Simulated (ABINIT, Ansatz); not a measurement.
# SrIBr (Pnma): one start, several treatments of the self-energy, part 2 of 2

How much does the gap of SrIBr (Pnma) depend on the approximation to the self-energy?

ABINIT 10.8.3; LDA and many-body steps on it, plane waves. Known limits of the many-body steps: not at the basis limit; no spin-orbit coupling; coarse k mesh.

So far. Step 5 (G0W0, von der Linden-Horsch plasmon pole): Against G0W0 in ABINIT (2×2×1 mesh, 166 bands, screening to 98 eV, Godby-Needs plasmon pole), the gap moves by +0.039 eV. Step 6 (G0W0, Engel-Farid plasmon pole): Against G0W0 in ABINIT (2×2×1 mesh, 166 bands, screening to 98 eV, Godby-Needs plasmon pole), the gap moves by +0.002 eV.

### Step 7. One-shot Hartree-Fock

This step: one-shot Hartree-Fock on LDA, plane waves, norm-conserving pseudopotentials.

Input file run.abi:

```
acell 3*1.0 Angstrom
rprim 
  8.169106000000 0.000000000000 0.000000000000
  0.000000000000 5.131914000000 0.000000000000
  0.000000000000 0.000000000000 11.030852000000
ntypat 3
znucl 38 53 35
natom 12
typat 1 1 1 1 2 2 2 2 3 3 3 3
xred 
  0.280131000000 0.750000000000 0.421100000000
  0.780131000000 0.750000000000 0.078900000000
  0.719869000000 0.250000000000 0.578900000000
  0.219869000000 0.250000000000 0.921100000000
  0.367160000000 0.750000000000 0.109521000000
  0.867160000000 0.750000000000 0.390479000000
  0.632840000000 0.250000000000 0.890479000000
  0.132840000000 0.250000000000 0.609521000000
  0.517796000000 0.750000000000 0.637160000000
  0.017796000000 0.750000000000 0.862840000000
  0.482204000000 0.250000000000 0.362840000000
  0.982204000000 0.250000000000 0.137160000000
pp_dirpath "pseudos"
pseudos "Sr.upf, I.upf, Br.upf"
ecut 31
ngkpt 2 2 1
nshiftk 1
shiftk 0 0 0
kptopt 1
chksymbreak 0
istwfk *1
occopt 1
irdwfk 1
optdriver 4
nband 52
gwcalctyp 5
ecutsigx 31
symsigma 1
nkptgw 1
kptgw 
  0.0000000000 0.0000000000 0.0000000000
bdgw 
  47 50
ixc_sigma 40
fftgw 31
indata_prefix "in"
outdata_prefix "out"
tmpdata_prefix "tmp"
```

The run is started by

```sh
$ OMP_NUM_THREADS=1 mpirun -n 4 abinit run.abi > log
```

Numbers of over 12 decimals in the logs are rounded to 6 here.

Log:

```text
.Version 10.8.3 of ABINIT. v10.8.2 released Aug 2026.

 Symmetries : space group Pn m a (# 62); Bravais oP (primitive ortho.)
[... echo of the input left out ...]
== DATASET  1 ==================================================================
-   mpi_nproc: 4, omp_nthreads: 1 (-1 if OMP is not activated)

--- !DatasetInfo
iteration_state: {dtset: 1, }
dimensions: {natom: 12, nkpt: 4, mband: 52, nsppol: 1, nspinor: 1, nspden: 1, mpw: 25776, }
cutoff_energies: {ecut:  31.0, pawecutdg:  -1.0, }
[...]
48   1.471 -11.638 -14.603   0.000   1.000   0.000 -14.603  -2.965  -1.494
       49   5.047  -7.825  -3.556   0.000   1.000   0.000  -3.556   4.269   9.315
       50   5.551  -8.286  -3.771   0.000   1.000   0.000  -3.771   4.515  10.066

== END DATASET(S) ==============================================================
================================================================================

 -outvars: echo values of variables after computation  --------
           etotal      0.0000000000E+00
            nband          52
             nkpt           4
          spgroup          62
 [... the other variables as echoed above ...]

 Calculation completed.
```

It took 5.4 s on 4 MPI ranks of Arm Neoverse V2, shared host; peak memory 0.55 GiB; 21 s of CPU time.

This step gave:

- quasiparticle gap on the points computed: 10.81 eV
- starting gap on the mesh: 3.576 eV
- k of the valence top: 0, 0, 0
- k of the conduction bottom: 0, 0, 0
- least direct quasiparticle gap on the computed points: 10.81 eV

Against G0W0 in ABINIT (2×2×1 mesh, 166 bands, screening to 98 eV, Godby-Needs plasmon pole), the gap moves by +5.478 eV.

### Step 8. Screening, 2×2×1 mesh, 166 bands, screening to 98 eV

This step: RPA screening on LDA, plane waves, norm-conserving pseudopotentials.

Edit run.abi of step 7 so:

```diff
@@ -33,14 +33,14 @@
 irdwfk 1
-optdriver 4
-nband 52
-gwcalctyp 5
-ecutsigx 31
-symsigma 1
-nkptgw 1
-kptgw 
-  0.0000000000 0.0000000000 0.0000000000
-bdgw 
-  47 50
-ixc_sigma 40
-fftgw 31
+optdriver 3
+nband 166
+ecuteps 3.6
+inclvkb 2
+awtr 1
+symchi 1
+gwcalctyp 2
+nfreqre 16
+freqremax 40 eV
+nfreqim 8
+spmeth 1
+nomegasf 120
 indata_prefix "in"
```

Log:

```text
.Version 10.8.3 of ABINIT. v10.8.2 released Aug 2026.

 Symmetries : space group Pn m a (# 62); Bravais oP (primitive ortho.)
[... echo of the input left out ...]
== DATASET  1 ==================================================================
-   mpi_nproc: 4, omp_nthreads: 1 (-1 if OMP is not activated)

--- !DatasetInfo
iteration_state: {dtset: 1, }
dimensions: {natom: 12, nkpt: 4, mband: 166, nsppol: 1, nspinor: 1, nspden: 1, mpw: 25776, }
cutoff_energies: {ecut:  31.0, pawecutdg:  -1.0, }
electrons: {nelect:   9.60000000E+01, charge:   0.00000000E+00, occopt:   1.00000000E+00, tsmear:   1.00000000E-02, }

 SCREENING: Calculation of the susceptibility and dielectric matrices

 Based on a program developped by R.W. Godby, V. Olevano, G. Onida, and L. Reining.
 Incorporated in ABINIT by V. Olevano, G.-M. Rignanese, and M. Torrent.
.Using double precision arithmetic ; gwpc =  8

[... cell and pseudopotentials left out ...]
--------------------------------------------------------------------------------

 ==== K-mesh for the wavefunctions ====
 Number of points in the irreducible wedge :     4
[... list of points left out ...]
 Together with  8 symmetry operations and time-reversal symmetry
 yields     4 points in the full Brillouin Zone.

 ==== Q-mesh for the screening function ====
 Number of points in the irreducible wedge :     4
[... list of points left out ...]
 Together with  8 symmetry operations and time-reversal symmetry
 yields     4 points in the full Brillouin Zone.

 setmesh: FFT mesh size selected  =    54x   36x   72
          total number of points  =       139968

 vcoul_init : cutoff-mode = AUXILIARY_FUNCTION
 q-points for optical limit:   1
     1)      0.000010    0.000020    0.000030

- screening: taking advantage of time-reversal symmetry
- Maximum band index for partially occupied states nbvw = 48
- Remaining bands to be divided among processors   nbcw = 118
- Number of bands treated by each node ~29

 Number of electrons calculated from density =   96.0000; Expected =   96.0000
 average of density, n =  0.030762
 r_s =    1.9799
 omega_plasma =   16.9185 [eV]

 calculating chi0 at frequencies [eV] :
  1    0.000000E+00    0.000000E+00
  2    2.666667E+00    0.000000E+00
  3    5.333333E+00    0.000000E+00
[...]
23    0.000000E+00    4.308843E+01
 24    0.000000E+00    6.066898E+01

--------------------------------------------------------------------------------
  q-point number  1        q = ( 0.000000, 0.000000, 0.000000) [r.l.u.]
--------------------------------------------------------------------------------
[... chi0 elements left out ...]
  [... further frequencies ...]

 No. of calculated frequencies >  15, stop printing
 For q-point:  0.000010 0.000020 0.000030
  dielectric constant =   3.7458
  dielectric constant without local fields =   4.4647

  Average fulfillment of the sum rule on Im[epsilon] for q-point    1 :     63.07  [%]
[... wings left out ...]
  q-point number  2        q = ( 0.500000, 0.000000, 0.000000) [r.l.u.]
--------------------------------------------------------------------------------
[... chi0 elements left out ...]
  [... further frequencies ...]

 No. of calculated frequencies >  15, stop printing
  Average fulfillment of the sum rule on Im[epsilon] for q-point    2 :     70.65  [%]

 [... 2 further q-points ...]
```

Run time: 6.9 min. Hardware: 4 MPI ranks; peak memory 12 GiB; 28 min of CPU time.

Numbers from this step:

* ε∞ with local fields, on this mesh, along the program's q direction: 3.746
* the same without local fields: 4.465
* plasma frequency: 16.92 eV
* plane waves in the screening matrix: 993

### Step 9. G0W0, contour deformation

This step: G0W0 on LDA, plane waves, norm-conserving pseudopotentials.

Edit run.abi of step 8 so:

```diff
@@ -33,14 +33,15 @@
 irdwfk 1
-optdriver 3
+optdriver 4
 nband 166
+gwcalctyp 2
+ecutsigx 31
+symsigma 1
+nkptgw 1
+kptgw 
+  0.0000000000 0.0000000000 0.0000000000
+bdgw 
+  47 50
 ecuteps 3.6
-inclvkb 2
-awtr 1
-symchi 1
-gwcalctyp 2
-nfreqre 16
-freqremax 40 eV
-nfreqim 8
-spmeth 1
-nomegasf 120
+irdscr 1
+gwmem 01
 indata_prefix "in"
```

Log:

```text
.Version 10.8.3 of ABINIT. v10.8.2 released Aug 2026.

 Symmetries : space group Pn m a (# 62); Bravais oP (primitive ortho.)
[... echo of the input left out ...]
== DATASET  1 ==================================================================
-   mpi_nproc: 4, omp_nthreads: 1 (-1 if OMP is not activated)

--- !DatasetInfo
iteration_state: {dtset: 1, }
dimensions: {natom: 12, nkpt: 4, mband: 166, nsppol: 1, nspinor: 1, nspden: 1, mpw: 25776, }
cutoff_energies: {ecut:  31.0, pawecutdg:  -1.0, }
[...]
48   1.471 -11.638 -14.603   2.452   0.792  -0.262 -12.045  -0.407   1.064
[...]
50   5.551  -8.286  -3.771  -2.657   0.826  -0.210  -6.752   1.535   7.085
       50   0.000   0.000   0.000   0.000   0.000   0.000   0.000   0.000   0.000

== END DATASET(S) ==============================================================
================================================================================

 -outvars: echo values of variables after computation  --------
           etotal      0.0000000000E+00
            nband         166
             nkpt           4
          spgroup          62
 [... the other variables as echoed above ...]

 Calculation completed.
```

Wall time 25 s (4 MPI ranks); peak memory 3.6 GiB; 99 s of CPU time.

Numbers from this step:

| Item | Value |
| --- | --- |
| G0W0 gap on the points computed | 5.296 eV |
| starting gap on the mesh | 3.576 eV |
| k of the valence top | 0, 0, 0 |
| k of the conduction bottom | 0, 0, 0 |
| least direct G0W0 gap on the computed points | 5.296 eV |

Against G0W0 in ABINIT (2×2×1 mesh, 166 bands, screening to 98 eV, Godby-Needs plasmon pole), the gap moves by −0.035 eV.

### Step 10. The runs together

Times are wall times on 4 MPI ranks of Arm Neoverse V2, shared host, good to a factor of about two. A run's time includes the screening step that it read.

```
                                     run   mesh  bands  screening cutoff (eV)  DFT gap (eV)  gap on the mesh (eV)  direct (eV)  ε∞ used     time
          G0W0, Godby-Needs plasmon pole  2×2×1    166                     98         3.576                 5.331        5.331     3.71  5.8 min
G0W0, von der Linden-Horsch plasmon pole  2×2×1    166                     98         3.576                 5.370        5.370     3.71    6 min
          G0W0, Engel-Farid plasmon pole  2×2×1    166                     98         3.576                 5.333        5.333     3.71    6 min
                   one-shot Hartree-Fock  2×2×1      -                      -         3.576                10.809       10.809        -    5.4 s
               G0W0, contour deformation  2×2×1    166                     98         3.576                 5.296        5.296     3.75  7.4 min
```

### Step 11. What came out

```
G0W0, Godby-Needs plasmon pole           : 5.331 eV
G0W0, von der Linden-Horsch plasmon pole : 5.370 eV
G0W0, Engel-Farid plasmon pole           : 5.333 eV
one-shot Hartree-Fock                    : 10.809 eV
G0W0, contour deformation                : 5.296 eV
known limits                             : not at the basis limit; no spin-orbit coupling; coarse k mesh
```

**Reading.** G0W0, von der Linden-Horsch plasmon pole: +0.039 eV against G0W0, Godby-Needs plasmon pole. G0W0, Engel-Farid plasmon pole: +0.002 eV against G0W0, Godby-Needs plasmon pole. One-shot Hartree-Fock: +5.478 eV against G0W0, Godby-Needs plasmon pole. G0W0, contour deformation: −0.035 eV against G0W0, Godby-Needs plasmon pole. Bare exchange alone opens the gap to 10.81 eV; against G0W0, correlation takes back 5.48 eV. Bands and cutoff are finite, so the gap is not at the basis limit. The miss can reach some tenths of an eV and take either sign; the mesh is an error of its own. In the G0W0 runs levels were corrected at 1 k point alone, so a gap called «on the mesh» is the least over those, and an edge elsewhere would be missed. The 2×2×1 mesh is coarse for this cell, which bears on the long-range parts of exchange and screening. The many-body steps are scalar-relativistic: spin-orbit coupling is not in them.

[Paths, hosts, dates, memory and timing lines, banners, echoed tables and standing remarks are left out of the program output.]

[Logs are printed without paths, hosts, clocks, repeated set-up lines and the standing remarks that a program may print on its own settings, such as how far it seeks lower states.]

[Runs of the session that timed out or met a known fault of the program may be left out.]

[Hosts, paths, dates, database ids (printed as entryN), source tags and the programs' standing remarks are cut or masked in the printed files.]

[G0W0 gaps are taken among the corrected bands and points alone; a level outside them can change the order at an edge.]

[Where Ansatz stands beside ABINIT at settings called matched, ABINIT's density can come from a denser mesh and the files from another edition; pairs whose starting gaps differed by over 0.03 eV were left out, so agreement reads better than it is.]
